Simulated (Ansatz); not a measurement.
# How Fe3Pb (model structure) absorbs and reflects light

What colour and refractive index does Fe3Pb (model structure) have at this level of theory? The cell was made here by substitution or stacking, whether or not such a phase is known. It was built so: All Ge replaced by Pb in the Fm-3m structure of Fe3Ge.

Main program and level: Ansatz 0.2.0; DFT, PBE, plane-wave PAW, default files, scalar-relativistic, independent-particle optical response without local fields.

Report form: the programs' logs are mostly left out.

**1. Set-up**

Symmetry: Fm-3m, No. 225, cubic system. The conventional cell has a = 6.012 Å, b = 6.012 Å, c = 6.012 Å, α = 90.00°, β = 90.00°, γ = 90.00°. Nearest to Pb lie 8 Fe at 2.60 Å. Nearest to Fe lie 4 Fe at 2.60 Å and 4 Pb at 2.60 Å. Nearest to Fe lie 8 Fe at 2.60 Å. All Ge replaced by Pb in the Fm-3m structure of Fe3Ge. Farther neighbours are not listed.

Structure file:

```cif
data_structure
_symmetry_space_group_name_H-M 'Fm-3m'
_symmetry_Int_Tables_number 225
_cell_length_a 6.0120
_cell_length_b 6.0120
_cell_length_c 6.0120
_cell_angle_alpha 90.000
_cell_angle_beta 90.000
_cell_angle_gamma 90.000
_cell_volume 217.30
loop_
_atom_site_label
_atom_site_type_symbol
_atom_site_symmetry_multiplicity
_atom_site_Wyckoff_symbol
_atom_site_fract_x
_atom_site_fract_y
_atom_site_fract_z
_atom_site_occupancy
Pb1 Pb 4 a 0.00000 0.00000 0.00000 1
Fe1 Fe 8 c 0.25000 0.25000 0.75000 1
Fe2 Fe 4 b 0.50000 0.00000 0.00000 1
```

**2. Relaxation**

Spectra hang on bond lengths, so the cell is first brought to its minimum.

This step: DFT, PBE, plane-wave PAW, default files, scalar-relativistic, relaxation (Ansatz 0.2.0).

input.yaml

```yaml
crystal:
  lattice:
    - [0.0, 3.00598989, 3.00598989]
    - [3.00598989, 0.0, 3.00598989]
    - [3.00598989, 3.00598989, 0.0]
  atoms:
    - { symbol: Pb, position: [0.0, 0.0, 0.0] }
    - { symbol: Fe, position: [0.75, 0.75, 0.75], spin: 3.0 }
    - { symbol: Fe, position: [0.25, 0.25, 0.25], spin: 3.0 }
    - { symbol: Fe, position: [0.5, 0.5, 0.5], spin: 3.0 }
magnetization:
  spin_polarized: true
kpoints:
  mp_grid: { grid: [7, 7, 7] }
scf:
  occupations: { method: fermi_dirac, width: 0.05 }
hamiltonian:
  xc: pbe
  pseudopotentials: { kind: paw }
output:
  forces: true
  stress: true
relax:
  f_tol: 0.02
  max_steps: 50
  cell: {}
```

Command:

```console
> ansatz run input.yaml --threads 2 --pin off --max-ram 5120MiB --backend cpu --events-out ev --progress --plain --runs-dir out
```

Run time: 7.2 s. Hardware: 2 threads of Intel Xeon 6975P-C (Granite Rapids), shared host; peak memory 0.47 GiB; 13 s of CPU time.

Relaxation path:

```tsv
step	energy less that of the first step (eV)	largest force component (eV/Å)	pressure (GPa)	volume (Å³)
1	0.0000	0.0000	9.47	54.32
2	-0.0912	0.0000	-0.04	57.71
3*	-0.0928	0.0000	0.00	57.71
```

Relaxation steps marked * repeat the geometry before them on a plane-wave basis chosen anew for their cell, so energy and pressure can jump there.

Forces are held to the 48 operations that the run works with; a distortion that breaks them can't arise in this run.

```tsv
conventional cell, symmetrised	before	after	change
a (Å)	6.012	6.134	+2.0 %
b (Å)	6.012	6.134	+2.0 %
c (Å)	6.012	6.134	+2.0 %
volume (Å³/atom)	13.58	14.43	+6.2 %
```

The relaxation ends with a pressure of 0.00 GPa.

**3. Ground state and bands**

First the ground state: is it a metal or has it a gap?

This step: DFT, PBE, plane-wave PAW, default files, scalar-relativistic, ground state (Ansatz 0.2.0).

input.yaml

```yaml
crystal:
  lattice:
    - [0.0, 3.067149169, 3.067149169]
    - [3.067149169, 0.0, 3.067149169]
    - [3.067149169, 3.067149169, 0.0]
  atoms:
    - { symbol: Pb, position: [0.0, 0.0, 0.0] }
    - { symbol: Fe, position: [0.75, 0.75, 0.75], spin: 3.0 }
    - { symbol: Fe, position: [0.25, 0.25, 0.25], spin: 3.0 }
    - { symbol: Fe, position: [0.5, 0.5, 0.5], spin: 3.0 }
magnetization:
  spin_polarized: true
kpoints:
  mp_grid: { grid: [6, 6, 6] }
  band_path:
    path:
      - [[0.0, 0.0, 0.0], [0.5, 0.0, 0.5], [0.5, 0.25, 0.75], [0.375, 0.375, 0.75], [0.0, 0.0, 0.0], [0.5, 0.5, 0.5], [0.625, 0.25, 0.625], [0.5, 0.25, 0.75], [0.5, 0.5, 0.5], [0.375, 0.375, 0.75]]
      - [[0.625, 0.25, 0.625], [0.5, 0.0, 0.5]]
    npoints: 7
scf:
  occupations: { method: fermi_dirac, width: 0.05 }
  n_extra_bands: 8
hamiltonian:
  xc: pbe
  pseudopotentials: { kind: paw }
output:
  forces: true
  stress: true
  populations: true
  write_bands: true
```

Wall time 4.2 s (2 threads); peak memory 0.46 GiB; 7.7 s of CPU time.

This step gave:

- free energy: -25346.1305 eV
- Fermi energy: 17.22 eV
- magnetization: 7.005 μB
- absolute magnetization: 7.541 μB
- site moments: -0.03766, 2.266, 2.266, 2.688 μB
- electrons: 62
- symmetry operations: 48
- pressure: 1.031 GPa
- volume: 57.71 Å³
- gap on the path: 0 eV

There are states at the Fermi level within the smearing, so the occupations stay smeared and the carriers get a Drude term. The cell is left with a pressure of 1.0 GPa after its relaxation.

Both spins together. The electronic bands at the labelled points (eV, zero at the Fermi level; # counts the bands kept):

```tsv
point	#26	#27	#28	#29	#30	#31	#32	#33
Γ	0.89	0.89	0.89	1.36	1.36	1.42	1.42	1.47
0.43 of the way	0.23	0.23	0.57	0.73	1.14	1.26	1.34	1.40
X	-0.94	-0.93	-0.82	-0.29	-0.29	0.53	0.55	0.91
0.43 of the way	-0.92	-0.81	-0.66	-0.34	-0.32	0.51	0.71	0.88
W	-0.82	-0.82	-0.38	-0.31	-0.31	0.44	0.91	0.91
0.43 of the way	-0.76	-0.66	-0.43	-0.38	-0.25	0.40	0.83	0.98
K	-0.72	-0.51	-0.43	-0.25	-0.20	0.35	0.80	0.93
0.57 of the way	0.04	0.22	0.56	0.69	1.22	1.23	1.26	1.35
Γ	0.89	0.89	0.89	1.36	1.36	1.42	1.42	1.47
0.43 of the way	0.17	0.56	0.56	0.75	1.29	1.29	1.35	1.35
L	-0.82	-0.20	0.10	0.10	1.00	1.00	1.15	1.28
0.43 of the way	-0.74	-0.07	-0.04	0.04	0.70	0.92	1.10	1.17
U	-0.72	-0.51	-0.43	-0.25	-0.20	0.35	0.80	0.93
0.57 of the way	-0.76	-0.66	-0.43	-0.38	-0.25	0.40	0.83	0.98
W	-0.82	-0.82	-0.38	-0.31	-0.31	0.44	0.91	0.91
0.43 of the way	-0.60	-0.17	-0.16	-0.02	0.20	0.21	0.91	0.98
L	-0.82	-0.20	0.10	0.10	1.00	1.00	1.15	1.28
0.57 of the way	-0.69	-0.14	-0.11	0.13	0.13	0.86	0.96	1.13
K	-0.72	-0.51	-0.43	-0.25	-0.20	0.35	0.80	0.93
jump to U	-0.72	-0.51	-0.43	-0.25	-0.20	0.35	0.80	0.93
0.43 of the way	-0.86	-0.81	-0.68	-0.38	-0.28	0.49	0.70	0.87
X	-0.94	-0.93	-0.82	-0.29	-0.29	0.53	0.55	0.91
```

**4. Spectrum**

The spectrum is a sum over vertical transitions between filled and empty bands at the fixed density, so many empty bands are needed.

This step: DFT, PBE, plane-wave PAW, default files, scalar-relativistic, independent-particle optical response without local fields (Ansatz 0.2.0).

input.yaml, the sections that differ from step 3:

```yaml
kpoints:
  mp_grid: { grid: [8, 8, 8] }
scf:
  occupations: { method: fermi_dirac, width: 0.1 }
output:
  optics:
    e_range: [0, 30]
    de: 0.05
    sigma: 0.1
    drude_damping: 0.05
    nscf_kmesh: { grid: [12, 12, 12] }
    bands: auto
# crystal, magnetization, hamiltonian: as in step 3
```

The job ended after 3.2 min (2 threads; peak memory 3.5 GiB).

Read-outs, printed or worked out from the files:

```
magnetization                                                : 6.945 μB
absolute magnetization                                       : 7.472 μB
site moments                                                 : -0.03674, 2.239, 2.239, 2.678 μB
main peak of the optical conductivity above 1 eV, first axis : 6.728 eV
centre of weight of the strongest loss peak in the window    : 18.54 eV
Drude plasma energy, first axis                              : 5.306 eV
bands summed                                                 : 138
spectra valid up to                                          : 71.2361 eV
program's estimate of the k-sum error in Im epsilon          : 0.79 %
electrons in the f-sum                                       : 47.74
```

The Im ε, any direction has structure finer than the step of the table below, so its rows give means over 1 eV, whole bins alone (the curve runs from 0.3 to 30 eV). Peaks (eV: height): 1.2: 41.5.

Table of Im ε, any direction by photon energy; means over each step:

```tsv
photon energy (eV)	Im ε, any direction
1	28.9
2	18.0
3	11.1
4	8.89
5	10.0
6	8.15
7	8.28
8	4.35
9	2.92
10	2.13
11	1.77
12	1.34
13	1.08
14	1.34
15	1.42
16	1.27
17	0.997
18	0.788
19	0.595
20	0.583
21	0.571
22	0.586
23	0.644
24	0.646
25	0.601
26	0.572
27	0.546
28	0.566
29	0.537
```

Table of Re ε, any direction by photon energy:

photon energy (eV), Re ε, any direction and a bar from the least value:
```
        1          5 ##############################
        2         -7 
        3         -1 ###############
        4          1 #####################
        5          0 #################
        6         -2 #############
        7         -3 ############
        8         -4 #########
        9         -2 ############
       10         -2 ##############
       11         -1 ################
       12         -1 ################
       13          0 ##################
       14          0 ###################
       15          0 ###################
       16          0 ##################
       17          0 ##################
       18          0 ###################
       19          0 ###################
       20          0 ###################
       21          1 ####################
       22          1 ####################
       23          1 ####################
       24          1 ####################
       25          1 ####################
       26          1 ####################
       27          1 ####################
       28          1 ####################
       29          1 ####################
       30          1 #####################
```

Values under 1 per cm are given as 1. The absorption coefficient, any direction by photon energy:

```tsv
photon energy (eV)	absorption coefficient, any direction (1/cm)
1.00	3.8e5
2.00	7.4e5
3.00	7.6e5
4.00	8.1e5
5.00	1.2e6
6.00	1.5e6
7.00	1.7e6
8.00	1.7e6
9.00	1.6e6
10.00	1.5e6
11.00	1.4e6
12.00	1.3e6
13.00	1.0e6
14.00	1.0e6
15.00	1.2e6
16.00	1.3e6
17.00	1.2e6
18.00	1.0e6
19.00	7.9e5
20.00	7.7e5
21.00	6.7e5
22.00	7.2e5
23.00	7.9e5
24.00	8.4e5
25.00	8.3e5
26.00	8.1e5
27.00	7.7e5
28.00	8.1e5
29.00	8.2e5
30.00	9.3e5
```

The loss function −Im 1/ε at q → 0, any direction has structure finer than the step of the table below, so its rows give means over 1 eV, whole bins alone (the curve runs from 0.3 to 30 eV). Peaks (eV: height): 13.2: 0.927, 18.8: 1.48.

Loss function −Im 1/ε at q → 0, any direction against energy loss; means over each step:

```tsv
energy loss (eV)	loss function −Im 1/ε at q → 0, any direction
1	0.0244
2	0.0535
3	0.0905
4	0.110
5	0.0984
6	0.122
7	0.106
8	0.143
9	0.210
10	0.305
11	0.418
12	0.588
13	0.890
14	0.729
15	0.699
16	0.787
17	1.00
18	1.24
19	1.31
20	1.03
21	0.784
22	0.707
23	0.646
24	0.669
25	0.648
26	0.602
27	0.545
28	0.515
29	0.498
```

The reflectivity at normal incidence, any direction has structure finer than the step of the table below, so its rows give means over 1 eV, whole bins alone (the curve runs from 0.3 to 30 eV). Peaks (eV: height): 1.4: 68.1, 6.0: 47.0, 7.6: 54.2.

Reflectivity at normal incidence, any direction against photon energy; means over each step:

```tsv
photon energy (eV)	reflectivity at normal incidence, any direction (%)
1	71.1
2	57.8
3	45.9
4	37.5
5	41.4
6	41.3
7	47.4
8	52.4
9	47.9
10	42.8
11	36.6
12	33.0
13	20.7
14	13.7
15	16.3
16	18.3
17	16.9
18	14.2
19	9.09
20	5.60
21	3.61
22	3.19
23	3.14
24	3.29
25	2.91
26	2.51
27	2.11
28	2.08
29	1.88
```

Optical constants at common wavelengths, from n + ik = √ε:

```tsv
wavelength (nm)	n	k	R (%)	1/α
1064	4.46	4.591	65.0	18 nm
800	2.70	4.068	64.3	16 nm
633	2.62	3.771	61.7	13 nm
532	2.33	2.924	52.5	14 nm
365	2.09	2.164	41.3	13 nm
248	2.37	2.428	45.0	8.1 nm
193	1.89	1.859	36.0	8.3 nm
```

A polished face would reflect 55 % of daylight and look faintly orange (CIE x = 0.333, y = 0.342 under D65).

**5. Results**

```yaml
gap_on_the_path: 0 eV
main_peak_of_the_optical_conductivity_above_1_ev_first_axis: 6.73 eV
drude_plasma_energy_first_axis: 5.31 eV
centre_of_weight_of_the_strongest_loss_peak_in_the_window_first_axis: 18.5 eV
```

**Reading.** At this level (PBE, independent particles) Fe3Pb is a metal with a Drude plasma energy of 5.3 eV; it reflects 54 % at 550 nm. The cell grew by 6.2 % in volume. Along x the bare Drude plasma energy is 5.3 eV; Re ε first rises through zero at 0.90 eV, far lower, because interband transitions screen the carriers. Im ε is 23 there, so the loss peak at that energy is weak. The strongest loss structure up to 30 eV has its centre of weight at 18.5 eV; a free-electron gas of the 47.7 electrons in the f-sum would put its plasmon at 33.8 eV. A polished face would reflect 55 % of daylight and look faintly orange (CIE x = 0.333, y = 0.342 under D65). In the base run ε includes the program's bounded estimate of what the bands above those summed add. The carriers' damping of 0.05 eV is typed, not computed; at 0.8 eV the carriers give 15 % of Im ε along the first axis; the rest comes from the sum over bands, which at low energy also holds close bands and the noise of the mesh. Spin-orbit coupling is left out although heavy atoms are present. The magnetic state comes from one start and need not be the lowest. The Fermi-Dirac width of 0.1 eV acts as an electron temperature of 1200 K in the carriers' term.

[Logs are printed without paths, hosts, clocks, repeated set-up lines and the standing remarks that a program may print on its own settings, such as how far it seeks lower states.]

[Hosts, paths, dates, database ids (printed as entryN), source tags and the programs' standing remarks are cut or masked in the printed files.]
